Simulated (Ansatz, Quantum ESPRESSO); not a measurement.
# Complex bands of BP, zinc blende type, lattice constant set to 4.637 Å, part 2 of 3

Aim: how fast states decay in the gap of BP, zinc blende type, lattice constant set to 4.637 Å.

Quantum ESPRESSO 7.5; plane-wave DFT, LDA, GBRV ultrasoft pseudopotentials; cross-check by Ansatz 0.2.0 with PAW datasets.

So far. Step 2 (Self-consistent run): The run needed 9 iterations to bring the estimated error under 1e-09 Ry.

### 3. Complex bands with pwcond.x

Level of this step: complex band structure by pwcond; plane-wave DFT, LDA, GBRV ultrasoft pseudopotentials (Quantum ESPRESSO).

ikind = 0 solves one period of the crystal for all kz, real and complex, at each energy and k across. ewind and epsproj trim the two-dimensional plane-wave basis; nz1 sets the subslabs.

File cbs.in:

```
&inputcond
  outdir = './out'
  prefixl = 'scf'
  band_file = 'cbs'
  ikind = 0
  ewind = 4.0
  epsproj = 1e-05
  nz1 = 7
  energy0 = 4.48
  denergy = -0.16
/
4
  0.00000000 0.00000000 1.00000000
  0.50000000 0.00000000 1.00000000
  0.50000000 0.50000000 1.00000000
  0.25000000 0.00000000 1.00000000
41
```

Run with:

```console
> OMP_NUM_THREADS=1 mpirun -n 2 pwcond.x -in cbs.in > cbs.out
```

The program printed:

```text
[banner, memory and clock lines left out]
Program PWCOND v.7.5 starts

          URL

     ./out/scf.save/

     IMPORTANT: XC functional enforced from input :
     Exchange-correlation= PZ
                           (   1   1   0   0   0   0   0)
     Any further DFT definition will be discarded
     Please, verify this is what you really want

     Reading collected, re-writing distributed wavefunctions

===== INPUT FILE containing the left lead =====

     GEOMETRY:

     lattice parameter (alat)  =       6.1961  a.u.
     the volume                =     336.4170 (a.u.)^3
     the cross section         =      38.3921 (a.u.)^2
     l of the unit cell        =       1.4142 (alat)
     number of atoms/cell      =            4
     number of atomic types    =            2

     crystal axes: (cart. coord. in units of alat)
               a(1) = (  1.0000  0.0000  0.0000 )
               a(2) = (  0.0000  1.0000  0.0000 )
               a(3) = (  0.0000  0.0000  1.4142 )

   Cartesian axes

     site n.     atom                  positions (alat units)
          1        B      tau(  1)=(  0.0000  0.0000  1.4142  )
          2        P      tau(  2)=(  0.5000  0.0000  0.3536  )
          3        B      tau(  3)=(  0.5000  0.5000  0.7071  )
          4        P      tau(  4)=(  0.0000  0.5000  1.0607  )

     nr1s                      =           25
     nr2s                      =           25
     nr3s                      =           36
     nr1sx                     =           25
     nr2sx                     =           25
     nr3sx                     =           36
     nr1                       =           27
     nr2                       =           27
     nr3                       =           40
     nr1x                      =           27
     nr2x                      =           27
     nr3x                      =           40

 _______________________________
  Radii of nonlocal spheres:

     type       ibeta     ang. mom.          radius (alat units)
       B          1         0                    0.2019
       B          2         0                    0.2019
       B          3         1                    0.2019
       B          4         1                    0.2019
       P          1         0                    0.2428
       P          2         0                    0.2428
       P          3         1                    0.2428
       P          4         1                    0.2428
       P          5         2                    0.2428
       P          6         2                    0.2428
----- General information -----

----- Complex band structure calculation -----

     nrx                       =           25
     nry                       =           25
     nz1                       =            7

     energy0               =         4.5E+00
     denergy               =        -1.6E-01
     nenergy               =         41
     ecut2d                =         4.0E+01
     ewind                 =         4.0E+00
     epsproj               =         1.0E-05

     number of k_|| points=    4
                       cryst. coord.
        k(    1) = (   0.0000000   0.0000000), wk =   0.2500000
        k(    2) = (   0.5000000   0.0000000), wk =   0.2500000
        k(    3) = (   0.5000000   0.5000000), wk =   0.2500000
        k(    4) = (   0.2500000   0.0000000), wk =   0.2500000
----- Information about left lead -----

     nocros                   =            8
     noins                    =           44
     norb                     =           60
     norbf                    =           60
     nrz                      =           36

      iorb      type   ibeta   ang. mom.   m       position (alat)
        1        1       1        0        1   taunew(   1)=(  0.0000  0.0000  0.0000)
        2        1       2        0        1   taunew(   2)=(  0.0000  0.0000  0.0000)
        3        1       3        1        1   taunew(   3)=(  0.0000  0.0000  0.0000)
        4        1       3        1        2   taunew(   4)=(  0.0000  0.0000  0.0000)
        5        1       3        1        3   taunew(   5)=(  0.0000  0.0000  0.0000)
        6        1       4        1        1   taunew(   6)=(  0.0000  0.0000  0.0000)
        7        1       4        1        2   taunew(   7)=(  0.0000  0.0000  0.0000)
        8        1       4        1        3   taunew(   8)=(  0.0000  0.0000  0.0000)
        9        2       1        0        1   taunew(   9)=(  0.5000  0.0000  0.3536)
       10        2       2        0        1   taunew(  10)=(  0.5000  0.0000  0.3536)
       11        2       3        1        1   taunew(  11)=(  0.5000  0.0000  0.3536)
       12        2       3        1        2   taunew(  12)=(  0.5000  0.0000  0.3536)
       13        2       3        1        3   taunew(  13)=(  0.5000  0.0000  0.3536)
       14        2       4        1        1   taunew(  14)=(  0.5000  0.0000  0.3536)
       15        2       4        1        2   taunew(  15)=(  0.5000  0.0000  0.3536)
       16        2       4        1        3   taunew(  16)=(  0.5000  0.0000  0.3536)
       17        2       5        2        1   taunew(  17)=(  0.5000  0.0000  0.3536)
       18        2       5        2        2   taunew(  18)=(  0.5000  0.0000  0.3536)
       19        2       5        2        3   taunew(  19)=(  0.5000  0.0000  0.3536)
       20        2       5        2        4   taunew(  20)=(  0.5000  0.0000  0.3536)
       21        2       5        2        5   taunew(  21)=(  0.5000  0.0000  0.3536)
       22        2       6        2        1   taunew(  22)=(  0.5000  0.0000  0.3536)
       23        2       6        2        2   taunew(  23)=(  0.5000  0.0000  0.3536)
       24        2       6        2        3   taunew(  24)=(  0.5000  0.0000  0.3536)
       25        2       6        2        4   taunew(  25)=(  0.5000  0.0000  0.3536)
       26        2       6        2        5   taunew(  26)=(  0.5000  0.0000  0.3536)
       27        1       1        0        1   taunew(  27)=(  0.5000  0.5000  0.7071)
       28        1       2        0        1   taunew(  28)=(  0.5000  0.5000  0.7071)
       29        1       3        1        1   taunew(  29)=(  0.5000  0.5000  0.7071)
       30        1       3        1        2   taunew(  30)=(  0.5000  0.5000  0.7071)
       31        1       3        1        3   taunew(  31)=(  0.5000  0.5000  0.7071)
       32        1       4        1        1   taunew(  32)=(  0.5000  0.5000  0.7071)
       33        1       4        1        2   taunew(  33)=(  0.5000  0.5000  0.7071)
       34        1       4        1        3   taunew(  34)=(  0.5000  0.5000  0.7071)
       35        2       1        0        1   taunew(  35)=(  0.0000  0.5000  1.0607)
       36        2       2        0        1   taunew(  36)=(  0.0000  0.5000  1.0607)
       37        2       3        1        1   taunew(  37)=(  0.0000  0.5000  1.0607)
       38        2       3        1        2   taunew(  38)=(  0.0000  0.5000  1.0607)
       39        2       3        1        3   taunew(  39)=(  0.0000  0.5000  1.0607)
       40        2       4        1        1   taunew(  40)=(  0.0000  0.5000  1.0607)
       41        2       4        1        2   taunew(  41)=(  0.0000  0.5000  1.0607)
       42        2       4        1        3   taunew(  42)=(  0.0000  0.5000  1.0607)
       43        2       5        2        1   taunew(  43)=(  0.0000  0.5000  1.0607)
       44        2       5        2        2   taunew(  44)=(  0.0000  0.5000  1.0607)
       45        2       5        2        3   taunew(  45)=(  0.0000  0.5000  1.0607)
       46        2       5        2        4   taunew(  46)=(  0.0000  0.5000  1.0607)
       47        2       5        2        5   taunew(  47)=(  0.0000  0.5000  1.0607)
       48        2       6        2        1   taunew(  48)=(  0.0000  0.5000  1.0607)
       49        2       6        2        2   taunew(  49)=(  0.0000  0.5000  1.0607)
       50        2       6        2        3   taunew(  50)=(  0.0000  0.5000  1.0607)
       51        2       6        2        4   taunew(  51)=(  0.0000  0.5000  1.0607)
       52        2       6        2        5   taunew(  52)=(  0.0000  0.5000  1.0607)
       53        1       1        0        1   taunew(  53)=(  0.0000  0.0000  1.4142)
       54        1       2        0        1   taunew(  54)=(  0.0000  0.0000  1.4142)
       55        1       3        1        1   taunew(  55)=(  0.0000  0.0000  1.4142)
       56        1       3        1        2   taunew(  56)=(  0.0000  0.0000  1.4142)
       57        1       3        1        3   taunew(  57)=(  0.0000  0.0000  1.4142)
       58        1       4        1        1   taunew(  58)=(  0.0000  0.0000  1.4142)
       59        1       4        1        2   taunew(  59)=(  0.0000  0.0000  1.4142)
       60        1       4        1        3   taunew(  60)=(  0.0000  0.0000  1.4142)
    k slab    z(k)  z(k+1)     crossing(iorb=1,norb)
    1   0.0000 0.0393 0.0393   111111110000000000000000000000000000000000000000000000000000
    2   0.0393 0.0786 0.0393   111111110000000000000000000000000000000000000000000000000000
    3   0.0786 0.1179 0.0393   111111111111111111111111110000000000000000000000000000000000
    4   0.1179 0.1571 0.0393   111111111111111111111111110000000000000000000000000000000000
    5   0.1571 0.1964 0.0393   111111111111111111111111110000000000000000000000000000000000
    6   0.1964 0.2357 0.0393   111111111111111111111111110000000000000000000000000000000000
    7   0.2357 0.2750 0.0393   000000001111111111111111110000000000000000000000000000000000
    8   0.2750 0.3143 0.0393   000000001111111111111111110000000000000000000000000000000000
    9   0.3143 0.3536 0.0393   000000001111111111111111110000000000000000000000000000000000
   10   0.3536 0.3928 0.0393   000000001111111111111111110000000000000000000000000000000000
   11   0.3928 0.4321 0.0393   000000001111111111111111110000000000000000000000000000000000
   12   0.4321 0.4714 0.0393   000000001111111111111111110000000000000000000000000000000000
   13   0.4714 0.5107 0.0393   000000001111111111111111111111111100000000000000000000000000
   14   0.5107 0.5500 0.0393   000000001111111111111111111111111100000000000000000000000000
   15   0.5500 0.5893 0.0393   000000001111111111111111111111111100000000000000000000000000
   16   0.5893 0.6285 0.0393   000000001111111111111111111111111100000000000000000000000000
   17   0.6285 0.6678 0.0393   000000000000000000000000001111111100000000000000000000000000
   18   0.6678 0.7071 0.0393   000000000000000000000000001111111100000000000000000000000000
   19   0.7071 0.7464 0.0393   000000000000000000000000001111111100000000000000000000000000
   20   0.7464 0.7857 0.0393   000000000000000000000000001111111100000000000000000000000000
   21   0.7857 0.8250 0.0393   000000000000000000000000001111111111111111111111111100000000
   22   0.8250 0.8642 0.0393   000000000000000000000000001111111111111111111111111100000000
   23   0.8642 0.9035 0.0393   000000000000000000000000001111111111111111111111111100000000
   24   0.9035 0.9428 0.0393   000000000000000000000000001111111111111111111111111100000000
   25   0.9428 0.9821 0.0393   000000000000000000000000000000000011111111111111111100000000
   26   0.9821 1.0214 0.0393   000000000000000000000000000000000011111111111111111100000000
   27   1.0214 1.0607 0.0393   000000000000000000000000000000000011111111111111111100000000
   28   1.0607 1.0999 0.0393   000000000000000000000000000000000011111111111111111100000000
   29   1.0999 1.1392 0.0393   000000000000000000000000000000000011111111111111111100000000
   30   1.1392 1.1785 0.0393   000000000000000000000000000000000011111111111111111100000000
   31   1.1785 1.2178 0.0393   000000000000000000000000000000000011111111111111111111111111
   32   1.2178 1.2571 0.0393   000000000000000000000000000000000011111111111111111111111111
   33   1.2571 1.2964 0.0393   000000000000000000000000000000000011111111111111111111111111
   34   1.2964 1.3356 0.0393   000000000000000000000000000000000011111111111111111111111111
   35   1.3356 1.3749 0.0393   000000000000000000000000000000000000000000000000000011111111
   36   1.3749 1.4142 0.0393   000000000000000000000000000000000000000000000000000011111111
 ngper, shell number =          121          20
 ngper, n2d =          121         102
---  E-Ef =    4.4800000  k =    0.0000000   0.0000000
---  ie =          1  ik =          1
 Nchannels of the left tip =            3
 Right moving states:
   k1(2pi/a)   k2(2pi/a)   E-Ef (eV)
   0.2192370  -0.0000000   4.4800000
   0.2192370  -0.0000000   4.4800000
   0.4679966   0.0000000   4.4800000
 Left moving states:
   k1(2pi/a)   k2(2pi/a)   E-Ef (eV)
  -0.2192363  -0.0000000   4.4800000
  -0.2192363  -0.0000000   4.4800000
  -0.4679965   0.0000000   4.4800000

---  E-Ef =    4.3200000  k =    0.0000000   0.0000000
---  ie =          2  ik =          1
 Nchannels of the left tip =            3
 Right moving states:
   k1(2pi/a)   k2(2pi/a)   E-Ef (eV)
   0.2008941  -0.0000000   4.3200000
   0.2009115  -0.0000000   4.3200000
   0.4519351   0.0000000   4.3200000
 Left moving states:
   k1(2pi/a)   k2(2pi/a)   E-Ef (eV)
  -0.2008934  -0.0000000   4.3200000
  -0.2008934  -0.0000000   4.3200000
  -0.4519350   0.0000000   4.3200000
[... further energies and points left out ...]
---  E-Ef =   -1.7600000  k =    0.2500000   0.0000000
---  ie =         40  ik =          4
 Nchannels of the left tip =            3
 Right moving states:
   k1(2pi/a)   k2(2pi/a)   E-Ef (eV)
   0.0877068   0.0000000  -1.7600000
  -0.4063315   0.0000000  -1.7600000
  -0.4436895  -0.0000000  -1.7600000
 Left moving states:
   k1(2pi/a)   k2(2pi/a)   E-Ef (eV)
  -0.0877066   0.0000000  -1.7600000
   0.4063331   0.0000000  -1.7600000
   0.4436882   0.0000000  -1.7600000

---  E-Ef =   -1.9200000  k =    0.2500000   0.0000000
---  ie =         41  ik =          4
 Nchannels of the left tip =            3
 Right moving states:
   k1(2pi/a)   k2(2pi/a)   E-Ef (eV)
   0.0612105   0.0000000  -1.9200000
  -0.4420405   0.0000000  -1.9200000
  -0.4646357  -0.0000000  -1.9200000
 Left moving states:
   k1(2pi/a)   k2(2pi/a)   E-Ef (eV)
  -0.0612103   0.0000000  -1.9200000
   0.4420421  -0.0000000  -1.9200000
   0.4646343   0.0000000  -1.9200000

Note: The following floating-point exceptions are signalling: IEEE_UNDERFLOW_FLAG
Note: The following floating-point exceptions are signalling: IEEE_UNDERFLOW_FLAG
```

Wall time 2.3 min (2 MPI ranks of Arm Neoverse N1, shared host); peak memory 0.12 GiB.

Numbers from this step:

```
peak of the smallest κ at the zone centre : 0.209 Å⁻¹
energy of the peak at the zone centre     : 0.96 eV
peak of the smallest κ at (1/2, 0)        : 0.288 Å⁻¹
peak of the smallest κ at (1/4, 0)        : 0.287 Å⁻¹
```

K across = (0, 0) in the cell's reciprocal vectors; values within 0.0025 1/Å of each other count once, columns are sorted by size at each energy, a dash where no further value was kept. The Im kz of the slowest decaying states by energy, zero at the highest filled level of the SCF mesh:

| energy (eV) | decay 1 (Å⁻¹) | decay 2 (Å⁻¹) | decay 3 (Å⁻¹) |
| --- | --- | --- | --- |
| -1.92 | 0.955 | 1.92 | 1.96 |
| -1.76 | 0.931 | 1.91 | 1.95 |
| -1.44 | 0.88 | 1.89 | 1.93 |
| -1.28 | 0.854 | 1.88 | 1.92 |
| -0.96 | 0.8 | 1.85 | 1.90 |
| -0.80 | 0.771 | 1.84 | 1.88 |
| -0.64 | 0.741 | 1.83 | 1.87 |
| -0.32 | 0.677 | 1.81 | 1.85 |
| -0.16 | 0.642 | 1.79 | 1.84 |
| 0.00 | 0.005 | 0.013 | 0.606 |
| 0.32 | 0.14 | 0.159 | 0.525 |
| 0.48 | 0.165 | 0.192 | 0.479 |
| 0.80 | 0.198 | 0.241 | 0.369 |
| 0.96 | 0.209 | 0.261 | 0.299 |
| 1.12 | 0.204 | 0.217 | 0.278 |
| 1.44 | 0.037 | 0.224 | 0.307 |
| 1.60 | 0.225 | 0.319 | 1.66 |
| 1.76 | 0.223 | 0.33 | 1.65 |
| 2.08 | 0.213 | 0.349 | 1.62 |
| 2.24 | 0.205 | 0.357 | 1.61 |
| 2.56 | 0.181 | 0.371 | 1.58 |
| 2.72 | 0.164 | 0.378 | 1.57 |
| 2.88 | 0.142 | 0.383 | 1.56 |
| 3.20 | 0.067 | 0.395 | 1.53 |
| 3.36 | 0.105 | 0.401 | 1.52 |
| 3.52 | 0.174 | 0.407 | 1.51 |
| 3.84 | 0.242 | 0.422 | 1.48 |
| 4.00 | 0.261 | 0.43 | 1.47 |
| 4.32 | 0.28 | 0.446 | 1.44 |
| 4.48 | 0.283 | 0.454 | 1.43 |

K across = (0, 0) in the cell's reciprocal vectors. The Re kz of states that move upwards by energy, zero at the highest filled level of the SCF mesh:

| energy (eV) | channel 1 (Å⁻¹) | channel 2 (Å⁻¹) | channel 3 (Å⁻¹) |
| --- | --- | --- | --- |
| -1.92 | -0.518 | -0.518 | -0.449 |
| -1.76 | -0.482 | -0.482 | -0.426 |
| -1.44 | -0.412 | -0.412 | -0.378 |
| -1.28 | -0.378 | -0.378 | -0.353 |
| -0.96 | -0.309 | -0.309 | -0.299 |
| -0.80 | -0.274 | -0.274 | -0.270 |
| -0.64 | -0.239 | -0.238 | -0.238 |
| -0.32 | -0.165 | -0.159 | -0.159 |
| -0.16 | -0.115 | -0.109 | -0.109 |
| 0.00 | - | - | - |
| 0.32 | - | - | - |
| 0.48 | - | - | - |
| 0.80 | - | - | - |
| 0.96 | - | - | - |
| 1.12 | - | - | - |
| 1.44 | 0.498 | - | - |
| 1.60 | 0.0171 | 0.592 | - |
| 1.76 | 0.102 | 0.669 | - |
| 2.08 | -0.556 | 0.205 | - |
| 2.24 | -0.497 | 0.247 | - |
| 2.56 | -0.383 | 0.321 | - |
| 2.72 | -0.326 | 0.354 | - |
| 2.88 | -0.265 | 0.385 | - |
| 3.20 | -0.111 | 0.442 | - |
| 3.36 | 0.0669 | 0.0669 | 0.469 |
| 3.52 | 0.119 | 0.119 | 0.495 |
| 3.84 | 0.190 | 0.190 | 0.544 |
| 4.00 | 0.219 | 0.219 | 0.567 |
| 4.32 | 0.272 | 0.272 | 0.612 |
| 4.48 | 0.297 | 0.297 | 0.634 |

K across = (1/2, 0) in the cell's reciprocal vectors; values within 0.0025 1/Å of each other count once, columns are sorted by size at each energy, a dash where no further value was kept. The Im kz of the slowest decaying states by energy, zero at the highest filled level of the SCF mesh:

| energy (eV) | decay 1 (Å⁻¹) | decay 2 (Å⁻¹) | decay 3 (Å⁻¹) |
| --- | --- | --- | --- |
| -1.92 | 0.312 | 1.33 | 2.25 |
| -1.60 | 0.066 | 0.255 | 1.30 |
| -1.28 | 0.15 | 0.488 | 1.26 |
| -0.96 | 0.196 | 0.571 | 1.22 |
| -0.64 | 0.227 | 0.614 | 1.18 |
| -0.32 | 0.25 | 0.638 | 1.14 |
| -0.16 | 0.259 | 0.645 | 1.12 |
| 0.00 | 0.267 | 0.649 | 1.10 |
| 0.16 | 0.273 | 0.652 | 1.07 |
| 0.48 | 0.282 | 0.651 | 1.03 |
| 0.80 | 0.287 | 0.645 | 0.982 |
| 1.12 | 0.288 | 0.634 | 0.933 |
| 1.44 | 0.284 | 0.619 | 0.88 |
| 1.76 | 0.275 | 0.6 | 0.825 |
| 2.08 | 0.261 | 0.576 | 0.764 |
| 2.40 | 0.24 | 0.548 | 0.697 |
| 2.72 | 0.209 | 0.516 | 0.621 |
| 2.88 | 0.189 | 0.498 | 0.577 |
| 3.20 | 0.123 | 0.457 | 0.473 |
| 3.52 | 0.314 | 0.409 | 1.86 |
| 3.84 | 0.067 | 0.35 | 1.83 |
| 4.16 | 0.183 | 0.273 | 1.80 |
| 4.48 | 0.153 | 0.17 | 1.77 |

K across = (1/2, 1/2) in the cell's reciprocal vectors; values within 0.0025 1/Å of each other count once, columns are sorted by size at each energy, a dash where no further value was kept. Table of Im kz of the slowest decaying states by energy, zero at the highest filled level of the SCF mesh:

| energy (eV) | decay 1 (Å⁻¹) | decay 2 (Å⁻¹) | decay 3 (Å⁻¹) |
| --- | --- | --- | --- |
| -1.92 | 0.321 | 2.2 | 2.37 |
| -1.76 | 0.323 | 2.19 | 2.37 |
| -1.60 | 0.324 | 2.18 | 2.36 |
| -1.44 | 0.324 | 2.17 | 2.35 |
| -1.28 | 0.323 | 2.16 | 2.34 |
| -1.12 | 0.32 | 2.15 | 2.33 |
| -0.96 | 0.317 | 2.14 | 2.32 |
| -0.64 | 0.307 | 2.12 | 2.30 |
| -0.48 | 0.3 | 2.11 | 2.29 |
| -0.32 | 0.292 | 2.10 | 2.29 |
| -0.16 | 0.283 | 0.286 | 2.08 |
| 0.00 | 0.272 | 0.277 | 2.08 |
| 0.16 | 0.26 | 0.266 | 2.06 |
| 0.32 | 0.246 | 0.254 | 2.05 |
| 0.48 | 0.23 | 0.24 | 2.04 |
| 0.64 | 0.213 | 0.225 | 2.03 |
| 0.80 | 0.192 | 0.208 | 2.02 |
| 0.96 | 0.167 | 0.188 | 2.01 |
| 1.12 | 0.136 | 0.164 | 2.00 |
| 1.44 | 0.095 | 1.98 | 2.18 |
| 1.60 | 1.96 | 2.17 | 2.26 |
| 1.76 | 1.95 | 2.17 | 2.25 |
| 1.92 | 1.94 | 2.15 | 2.24 |
| 2.08 | 1.93 | 2.15 | 2.23 |
| 2.24 | 1.92 | 2.14 | 2.21 |
| 2.40 | 1.91 | 2.13 | 2.20 |
| 2.56 | 1.89 | 2.12 | 2.19 |
| 2.72 | 1.88 | 2.11 | 2.18 |
| 2.88 | 1.87 | 2.10 | 2.17 |
| 3.04 | 1.86 | 2.09 | 2.16 |
| 3.20 | 1.84 | 2.08 | 2.15 |
| 3.52 | 1.82 | 2.06 | 2.12 |
| 3.68 | 1.81 | 2.04 | 2.11 |
| 3.84 | 1.79 | 2.03 | 2.10 |
| 4.00 | 1.78 | 2.02 | 2.09 |
| 4.16 | 1.77 | 2.01 | 2.08 |
| 4.32 | 1.75 | 2.00 | 2.06 |
| 4.48 | 1.74 | 1.99 | 2.05 |

K across = (1/4, 0) in the cell's reciprocal vectors; values within 0.0025 1/Å of each other count once, columns are sorted by size at each energy, a dash where no further value was kept. Table of Im kz of the slowest decaying states by energy, zero at the highest filled level of the SCF mesh:

| energy (eV) | decay 1 (Å⁻¹) | decay 2 (Å⁻¹) | decay 3 (Å⁻¹) |
| --- | --- | --- | --- |
| -1.92 | 1.07 | 1.42 | 1.57 |
| -1.76 | 1.05 | 1.40 | 1.55 |
| -1.60 | 1.02 | 1.39 | 1.53 |
| -1.44 | 1.00 | 1.37 | 1.51 |
| -1.28 | 0.98 | 1.35 | 1.50 |
| -1.12 | 0.957 | 1.34 | 1.48 |
| -0.96 | 0.076 | 0.933 | 1.32 |
| -0.64 | 0.159 | 0.884 | 1.29 |
| -0.48 | 0.184 | 0.859 | 1.27 |
| -0.32 | 0.124 | 0.204 | 0.833 |
| -0.16 | 0.193 | 0.221 | 0.806 |
| 0.00 | 0.235 | 0.238 | 0.778 |
| 0.16 | 0.247 | 0.273 | 0.749 |
| 0.32 | 0.257 | 0.301 | 0.719 |
| 0.48 | 0.266 | 0.324 | 0.687 |
| 0.64 | 0.272 | 0.343 | 0.654 |
| 0.80 | 0.278 | 0.359 | 0.619 |
| 0.96 | 0.282 | 0.372 | 0.582 |
| 1.12 | 0.285 | 0.383 | 0.542 |
| 1.44 | 0.287 | 0.398 | 0.451 |
| 1.60 | 0.286 | 0.396 | 0.402 |
| 1.76 | 0.284 | 0.332 | 0.405 |
| 1.92 | 0.251 | 0.281 | 0.406 |
| 2.08 | 0.121 | 0.276 | 0.405 |
| 2.24 | 0.27 | 0.401 | 0.943 |
| 2.40 | 0.262 | 0.396 | 0.922 |
| 2.56 | 0.253 | 0.388 | 0.902 |
| 2.72 | 0.241 | 0.378 | 0.881 |
| 2.88 | 0.227 | 0.364 | 0.861 |
| 3.04 | 0.209 | 0.348 | 0.841 |
| 3.20 | 0.187 | 0.326 | 0.822 |
| 3.52 | 0.113 | 0.267 | 0.785 |
| 3.68 | 0.223 | 0.767 | 0.787 |
| 3.84 | 0.089 | 0.161 | 0.75 |
| 4.00 | 0.109 | 0.72 | 0.734 |
| 4.16 | 0.109 | 0.685 | 0.719 |
| 4.32 | 0.089 | 0.648 | 0.704 |
| 4.48 | 0.131 | 0.609 | 0.69 |

(Part 2 of 3 ends here.)

[Logs are printed without paths, hosts, clocks, repeated set-up lines and the standing remarks that a program may print on its own settings, such as how far it seeks lower states.]

[Hosts, paths, dates, database ids (printed as entryN), source tags and the programs' standing remarks are cut or masked in the printed files.]

[Maps of the electrostatic potential energy from Ansatz leave out the sawtooth potential of an applied field or a dipole correction, so their vacuum need not be flat; planar profiles and work functions include it.]
